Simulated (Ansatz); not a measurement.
# MoPb2 (built on the sites of a database entry of Ge2Mo): phonons and vibrational spectra

Wanted: phonon frequencies of MoPb2 (built on the sites of a database entry of Ge2Mo) and what follows from them.

Calculated with Ansatz 0.2.0; DFT PBEsol, scalar-relativistic, plane waves, PAW.

The structure was built from a prototype and need not be the compound's stable phase.

## (1) Starting point

It takes space group I4/mmm (No. 139, tetragonal). The conventional cell has a = 3.625 Å, b = 3.625 Å, c = 8.937 Å, α = 90.00°, β = 90.00°, γ = 90.00°. Pb has 5 Pb at 2.89 to 3.01 Å and 5 Mo at 2.94 to 3.02 Å nearest. Mo has 10 Pb at 2.94 to 3.02 Å nearest. Farther neighbours are not listed.

As a file:

```cif
data_structure
_symmetry_space_group_name_H-M 'P 1'
_symmetry_Int_Tables_number 1
_cell_length_a 5.1513
_cell_length_b 5.1513
_cell_length_c 5.1513
_cell_angle_alpha 138.803
_cell_angle_beta 138.803
_cell_angle_gamma 59.675
_cell_volume 58.70
loop_
_atom_site_label
_atom_site_type_symbol
_atom_site_fract_x
_atom_site_fract_y
_atom_site_fract_z
_atom_site_occupancy
Pb1 Pb 0.66167 0.66167 0.00000 1
Pb2 Pb 0.33833 0.33833 0.00000 1
Mo3 Mo 0.00000 0.00000 0.00000 1
```

## (2) Rough relaxation

The start is far from rest, so a relaxation with loose tolerances brings it close first.

File input.yaml:

```yaml
crystal:
  lattice:
    - [-1.81228, 1.81228, 4.46841]
    - [1.81228, -1.81228, 4.46841]
    - [1.81228, 1.81228, -4.46841]
  atoms:
    - { symbol: Pb, position: [0.66167429, 0.66167429, 0.0] }
    - { symbol: Pb, position: [0.33832571, 0.33832571, 0.0] }
    - { symbol: Mo, position: [0.0, 0.0, 0.0] }
kpoints:
  mp_grid: { grid: [8, 8, 8] }
hamiltonian:
  xc: pbesol
scf:
  occupations: { method: gaussian, width: 0.1 }
output:
  forces: true
  stress: true
  eigenvalues: true
relax:
  adjacent_minimum: "off"
  f_tol: 0.05
  max_steps: 80
  cell: { stress_tol: 0.5 }
```

Run with:

```console
> ansatz run input.yaml --threads 8 --pin off --max-ram 14336MiB --backend cpu --events-out ev --progress --plain --runs-dir out
```

Numbers of over 12 decimals in the logs are rounded to 6 here.

The log of the run:

```text
The last accepted step is kept in <dir> (removed where the run ends without a failure and the disk answers)
[...]
F+E_penalty+E_count = -28405.53858045 eV   max|allowed force component| = 1.059e-2 eV/Å   (the final SCF, on the basis selected at the relaxed cell)
  cell:  # Å, volume = 64.5543 Å³
    - [-1.819993, 1.819993, 4.872209]
    - [1.819993, -1.819993, 4.872209]
    - [1.819993, 1.819993, -4.872209]
  atoms:
    - { symbol: Pb, position: [0.654282, 0.654282, 0] }
    - { symbol: Pb, position: [0.345718, 0.345718, 0] }
    - { symbol: Mo, position: [-3.963073102944872e-19, -3.963073102944908e-19, 0] }
[key lines of the parts left out:]
SCF converged after 6 iterations
Free energy (F): -28405.538580 eV
Fermi energy:    15.579993 eV
P = ⅓ Tr σ = -0.0243 GPa (-0.243 kbar)
```

Run time: 3.5 s. Hardware: 8 threads of Intel Xeon 6975P-C (Granite Rapids), shared host; peak memory 0.55 GiB; 20 s of CPU time.

The steps of the relaxation:

```tsv
step	energy less that of the first step (eV)	largest force component (eV/Å)	pressure (GPa)	volume (Å³)
1	0.0000	0.3527	12.37	58.70
2	-0.2395	0.0770	-0.81	64.85
3	-0.2708	0.1951	-0.40	64.53
4	-0.2820	0.0500	0.32	64.28
5	-0.2826	0.0104	-0.04	64.55
6*	-0.2837	0.0106	-0.02	64.55
```

Relaxation steps marked * repeat the geometry before them on a plane-wave basis chosen anew for their cell, so energy and pressure can jump there.

Forces are held to the 16 operations that the run works with; a distortion that breaks them can't arise in this run.

```tsv
conventional cell, symmetrised	before	after	change
a (Å)	3.625	3.640	+0.4 %
b (Å)	3.625	3.640	+0.4 %
c (Å)	8.937	9.744	+9.0 %
volume (Å³/atom)	19.57	21.52	+10.0 %
```

The atoms that moved most (Å, as changes of fractional coordinates times the final cell):

```tsv
atom	dx	dy	dz	length
Pb1	0.000	0.000	-0.072	0.072
Pb2	0.000	0.000	0.072	0.072
```

Final coordinates:

```
Pb Mo
1.0
    -1.81999    1.81999    4.87221
     1.81999   -1.81999    4.87221
     1.81999    1.81999   -4.87221
Pb Mo
2 1
Cartesian
  0.0000 0.0000 6.3756
  0.0000 0.0000 3.3688
  0.0000 0.0000 0.0000
```

This step gave:

```yaml
pressure: -0.02433 GPa
volume_per_atom: 21.52 Å³
gap_on_the_k_mesh: 0 eV
```

In this step the volume went from 19.57 to 21.52 Å³/atom.

## (3) Bringing the structure to rest

Harmonic phonons are second derivatives at a point where the forces vanish, and they are wanted at zero stress, so atoms and cell are relaxed first.

input.yaml, the sections that differ from step 2:

```yaml
crystal:
  lattice:
    - [-1.8199925626, 1.8199925626, 4.8722092814]
    - [1.8199925626, -1.8199925626, 4.8722092814]
    - [1.8199925626, 1.8199925626, -4.8722092814]
  atoms:
    - { symbol: Pb, position: [0.6542821917, 0.6542821917, 0.0] }
    - { symbol: Pb, position: [0.3457178083, 0.3457178083, 0.0] }
    - { symbol: Mo, position: [0.0, 0.0, 0.0] }
kpoints:
  mp_grid: { grid: [16, 16, 16] }
relax:
  adjacent_minimum: "off"
  f_tol: 0.005
  max_steps: 80
  cell: { stress_tol: 0.05 }
# hamiltonian, scf, output: as in step 2
```

The log of the run:

```text
[...]
Crystal: 3 atoms, lattice volume = 64.554 Å³
Basis set: ecut = 420 eV, 1269 PW (Γ), FFT grids on a1+a3, a2+a3, a3, exchange–correlation on 50×50×80 points (8 copies of the dense FFT grid, shifted against one another)
Bands: 26, of which v1, the nominal top of the filled ones, is band 21 counted from 1 (20 counted from 0)
Symmetry: 16 space group operations
[...]
--- Relaxed structure (3 steps of the walk, 2 accepted, 1 SCFs on fresh bases) ---
[...]
cell:  # Å, volume = 64.5434 Å³
    - [-1.819598, 1.819598, 4.873499]
    - [1.819598, -1.819598, 4.873499]
    - [1.819598, 1.819598, -4.873499]
  atoms:
    - { symbol: Pb, position: [0.654206, 0.654206, 0] }
    - { symbol: Pb, position: [0.345794, 0.345794, 0] }
    - { symbol: Mo, position: [0, 0, 0] }
[key lines of the parts left out:]
SCF converged after 7 iterations
Free energy (F): -28405.538286 eV
Fermi energy:    15.590654 eV
P = ⅓ Tr σ = -0.0024 GPa (-0.024 kbar)
```

Run time: 9.7 s. Hardware: 8 threads; peak memory 0.86 GiB.

Little changed from the start: no atom moved by 0.005 Å and no cell edge by 0.1 %.

Numbers from this step:

```
pressure        : -0.002379 GPa
volume per atom : 21.51 Å³
```

In this step the volume went from 21.52 to 21.51 Å³/atom.

## (4) Tight relaxation

Phonons need a cell at rest on their own settings, so the relaxation is repeated with tight tolerances on forces and stress, using the mesh and the filling of the phonon run that follows.

File input.yaml:

```yaml
crystal:
  lattice:
    - [-1.8195975364, 1.8195975364, 4.8734993694]
    - [1.8195975364, -1.8195975364, 4.8734993694]
    - [1.8195975364, 1.8195975364, -4.8734993694]
  atoms:
    - { symbol: Pb, position: [0.6542057272, 0.6542057272, 0.0] }
    - { symbol: Pb, position: [0.3457942728, 0.3457942728, 0.0] }
    - { symbol: Mo, position: [0.0, 0.0, 0.0] }
kpoints:
  mp_grid: { grid: [16, 16, 16] }
hamiltonian:
  xc: pbesol
scf:
  occupations: { method: methfessel_paxton, width: 0.2 }
output:
  forces: true
  stress: true
  eigenvalues: true
relax:
  adjacent_minimum: "off"
  f_tol: 0.001
  max_steps: 60
  cell: { stress_tol: 0.01 }
```

The log of the run:

```text
[...]
Crystal: 3 atoms, lattice volume = 64.543 Å³
Basis set: ecut = 420 eV, 1269 PW (Γ), FFT grids on a1+a3, a2+a3, a3, exchange–correlation on 50×50×80 points (8 copies of the dense FFT grid, shifted against one another)
Bands: 26, of which v1, the nominal top of the filled ones, is band 21 counted from 1 (20 counted from 0)
Symmetry: 16 space group operations
[...]
--- Relaxed structure (3 steps of the walk, 2 accepted, 1 SCFs on fresh bases) ---
[...]
cell:  # Å, volume = 64.5287 Å³
    - [-1.819354, 1.819354, 4.873697]
    - [1.819354, -1.819354, 4.873697]
    - [1.819354, 1.819354, -4.873697]
  atoms:
    - { symbol: Pb, position: [0.654190, 0.654190, 0] }
    - { symbol: Pb, position: [0.345810, 0.345810, 0] }
    - { symbol: Mo, position: [0, 0, 0] }
[key lines of the parts left out:]
SCF converged after 4 iterations
Free energy (F): -28405.533897 eV
Fermi energy:    15.592789 eV
P = ⅓ Tr σ = 0.0004 GPa (0.004 kbar)
```

Elapsed: 8.8 s, on 8 threads; peak memory 0.87 GiB.

Little changed from the start: no atom moved by 0.005 Å and no cell edge by 0.1 %.

This step gave:

* pressure: 3.78e-4 GPa

The largest force component left is 0.63 meV/Å and the pressure is 0.000 GPa, within the tolerances set. The cell now holds 21.51 Å³/atom.

## (5) Zone-centre response

The zone centre comes first: it holds the modes that light can see, as far as symmetry allows. No field response is asked, since the mesh shows no gap.

input.yaml, the sections that differ from step 4:

```yaml
crystal:
  lattice:
    - [-1.8193535134, 1.8193535134, 4.8736973604]
    - [1.8193535134, -1.8193535134, 4.8736973604]
    - [1.8193535134, 1.8193535134, -4.8736973604]
  atoms:
    - { symbol: Pb, position: [0.6541899867, 0.6541899867, 0.0] }
    - { symbol: Pb, position: [0.3458100133, 0.3458100133, 0.0] }
    - { symbol: Mo, position: [0.0, 0.0, 0.0] }
output:
  eigenvalues: true
phonons:
  method: dfpt
# kpoints, hamiltonian, scf: as in step 4
# relax: removed
```

The log of the run:

```text
zone centre: on kpoints.mp_grid the ground state, and the responses unless they are solved on pairs of k-points, stand on 621 of the mesh's 4096 k-points, reduced under 4 symmetry operations, with k and −k counted as one. Each operation leaves every solved displacement unchanged or reverses it
[...]
Crystal: 3 atoms, lattice volume = 64.529 Å³
Basis set: ecut = 420 eV, 1269 PW (Γ), exchange–correlation on 80×80×80 points (8 copies of the dense FFT grid, shifted against one another)
Bands: 26, of which v1, the nominal top of the filled ones, is band 21 counted from 1 (20 counted from 0)
Symmetry: 16 space group operations
k-points: 621 of 4096 (irreducible under 4 space group operations, time reversal used)
[...]
SCF iter   1: F=—  HF=-28405.549688 eV  |F-HF|=—  |Δ(HF+E_count)|=         —  Δρ=9.33e-3  dr2=9.57e-2  ethr=1.77e-3  ⟨swp⟩=6.2  Hψ=70655  notcnv=0
[...]
SCF iter  10: F=-28405.533897 eV  HF=-28405.533897 eV  |F-HF|=3.64e-12  |Δ(HF+E_count)|=  7.28e-12  S|Δr|=    0.00e0  Δρ=3.97e-8  dr2=1.18e-12  ethr=1.00e-12  ⟨swp⟩=7.8  Hψ=87430  notcnv=0
SCF 1 converged in 10 iterations: F = -28405.533897 eV  dr2 = 1.18e-12
[...]
DFPT response loops at Γ: preconditioner auto → Kerker (q_TF=auto, 2.540 Å⁻¹) (partly filled bands, converged f_vac=0.000); β = 1.00, the filter's whole step (`scf.mixing.beta` (0.50) is not read by the response loops under this deck's `scf.mixing.preconditioner`; to damp them name `kerker` or `kerker_dos`, under which they read `scf.mixing.beta`, and type it under 1.00, their step now; both keys bind the ground state too); Broyden in place of MSR1
SCF converged after 10 iterations
[...]
Free energy (F): -28405.533897 eV
[...]
Internal energy: -28405.532497 eV  (E = F + TS)
E sigma→0 (E₀):  -28405.533547 eV
Entropy (-TS):   -0.001400 eV (-0.467 meV/atom)
Fermi energy:    15.592789 eV
[...]
--- Band table (eV; the first three rows and the last of 621) ---
  k-point 0: bands = [... 17 lower, 13.8130, 14.2433, 14.2433, 15.8893, 17.3017, 18.8740, 19.4366, 19.4366, ... 1 higher]
  k-point 1: bands = [... 17 lower, 13.8248, 14.1137, 14.4099, 15.7058, 17.2910, 18.0109, 18.8705, 19.3646, ... 1 higher]
  k-point 2: bands = [... 17 lower, 13.7499, 13.8642, 14.8367, 15.1442, 16.9114, 17.2670, 18.2369, 19.0779, ... 1 higher]
  k-point 620: bands = [... 17 lower, 14.9139, 15.1355, 15.1355, 15.8856, 16.1802, 16.1802, 17.0398, 18.7074, ... 1 higher]
--- Phonons (Γ-DFPT): 4 representative perturbations + reference, on 621 of 4096 k-points (Σ response iterations 12) ---
  k mesh reduced under 4 symmetry operations, with k and −k counted as one. Each operation leaves every solved displacement unchanged or reverses it
  ASR residual: 6.584e-5 → 0.000e0 eV/Å²; symmetrization residual: 1.936e-5 eV/Å²
  ASR residual per site (eV/Å²): 6.45e-5 6.45e-5 6.58e-5
  Γ frequencies (cm⁻¹): 0.00 0.00 0.00 98.65 98.65 100.26 141.12 141.12 150.47
  non-analytic LO–TO correction: not included (Born effective charges unavailable; polar crystals: no LO–TO splitting at Γ)
```

Run time: 56 s. Hardware: 8 threads; peak memory 3.3 GiB.

Numbers from this step:

```yaml
sum_rule_residual_before_enforcement: 6.58e-5 eV/Å²
point_group: 4/mmm
highest_optical_mode_at_the_zone_centre_no_lo_to_term: 150.5 cm⁻¹
lowest_optical_zone_centre_mode: 98.65 cm⁻¹
```

Patterns of degenerate modes are one choice out of their space. Modes at Γ, with each element's share of the kinetic energy:

```tsv
mode	frequency (cm⁻¹)	symmetry	Pb %	Mo %
1	0.0	acoustic	81	19
2	0.0	acoustic	81	19
3	0.0	acoustic	81	19
4	98.7	Eg	100	0
5	98.7	Eg	100	0
6	100.3	A2u	19	81
7	141.1	Eu	19	81
8	141.1	Eu	19	81
9	150.5	A1g	100	0
```

Displacements in mode 4 (98.7 cm⁻¹), the largest set to 1:
```
Pb1  0.00  1.00  0.00
Pb2  0.00 -1.00  0.00
Mo3  0.00  0.00  0.00
```

Displacements in mode 9 (150.5 cm⁻¹), the largest set to 1:
```
Pb1  0.00  0.00  1.00
Pb2  0.00  0.00 -1.00
Mo3  0.00  0.00  0.00
```

Before it was imposed, the acoustic sum rule was missed by 6.6e-5 eV/Å². Small misses are needed for a sound result but don't prove that mesh and cutoff are converged. The lowest optical mode is real, 98.7 cm⁻¹.

(Continued in part 2 of 2.)

[Logs are printed without paths, hosts, clocks, repeated set-up lines and the standing remarks that a program may print on its own settings, such as how far it seeks lower states.]

[Hosts, paths, dates, database ids (printed as entryN), source tags and the programs' standing remarks are cut or masked in the printed files.]
